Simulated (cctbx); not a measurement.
# Symmetry from intensities

Cell: a = 6.1660 Å, b = 6.1660 Å, c = 3.9310 Å, α = 90.00°, β = 90.00°, γ = 120.00°. Expected content of the cell: Sn2 Ru1 Zr3.

Simulated single-crystal data (cctbx): Ag Kα, λ = 0.56087 Å, to d = 0.77 Å, 70 % of the full sphere, strongest reflection 20000 counts, noise from counting, a 3 % proportional error and a noise floor of 8 counts (s.d.); no absorption, some extinction.

A first pass over the reflections prints:

```text
830 reflections to d = 0.771 A
centring   violations  <I/sigma> of those
    A        362 of   398     18.3
    B        371 of   401     18.3
    C        365 of   413     16.4
    I        369 of   399     18.6
    R        499 of   554     18.4
    F        549 of   606     17.6
Laue class    unique    Rint  (classes that these axes allow; Friedel mates merged)
P -1              547   0.022
P 1 1 2/m         330   0.024
P -3              198   0.025
P -3 1 m          117   0.027
P -3 m 1          128   0.026
P 6/m             115   0.027
P 6/m m m          81   0.027
space group    extra absences  I>4sigma  <I/sigma>
P 6 2 2                 0          0         -  acentric
P 6 m m                 0          0         -  acentric
P -6 m 2                0          0         -  acentric
P -6 2 m                0          0         -  acentric
P 6/m m m               0          0         -  centric
Wilson B = 0.48 A^2   <|E^2-1|> = 0.765 (0.968 centric, 0.736 acentric)   E^2>4: 0.0 %
shell (A)         n   <I/sigma>
 5.34 - 1.39     19     57.0
 1.39 - 1.11     14     59.5
 1.11 - 0.97     14     52.9
 0.97 - 0.88     12     57.7
 0.88 - 0.82     10     59.2
 0.82 - 0.77     12     52.8
```

**Question.** What are the lattice type, the Laue class and the likely space group?

Every centring test has many violations, so the lattice is primitive.

Rint stays low (0.022 to 0.027) up to P 6/m m m, the highest class in these axes.

5 settings pass the absence test. No glide or screw absences show, which leaves P 6 2 2, P 6 m m, P -6 m 2, P -6 2 m and P 6/m m m.

⟨|E²−1|⟩ = 0.765 leans to a non-centrosymmetric structure. Here that hint misleads: the statistic assumes many like atoms on general positions, and few, heavy or special-position atoms break it. The Wilson B of 0.48 Å² means U ≈ 0.0061 Å².

The true group is P6/mmm (no. 191), Laue class 6/mmm, centrosymmetric. The tables only narrow the choice to the tied entries; cell content, site symmetry and trial solutions must settle it.

The model is made up (kin elements in a known structure type, no relaxation), so it says nothing on whether the phase exists.

[Logs are printed without paths, hosts, clocks, repeated set-up lines and the standing remarks that a program may print on its own settings, such as how far it seeks lower states.]
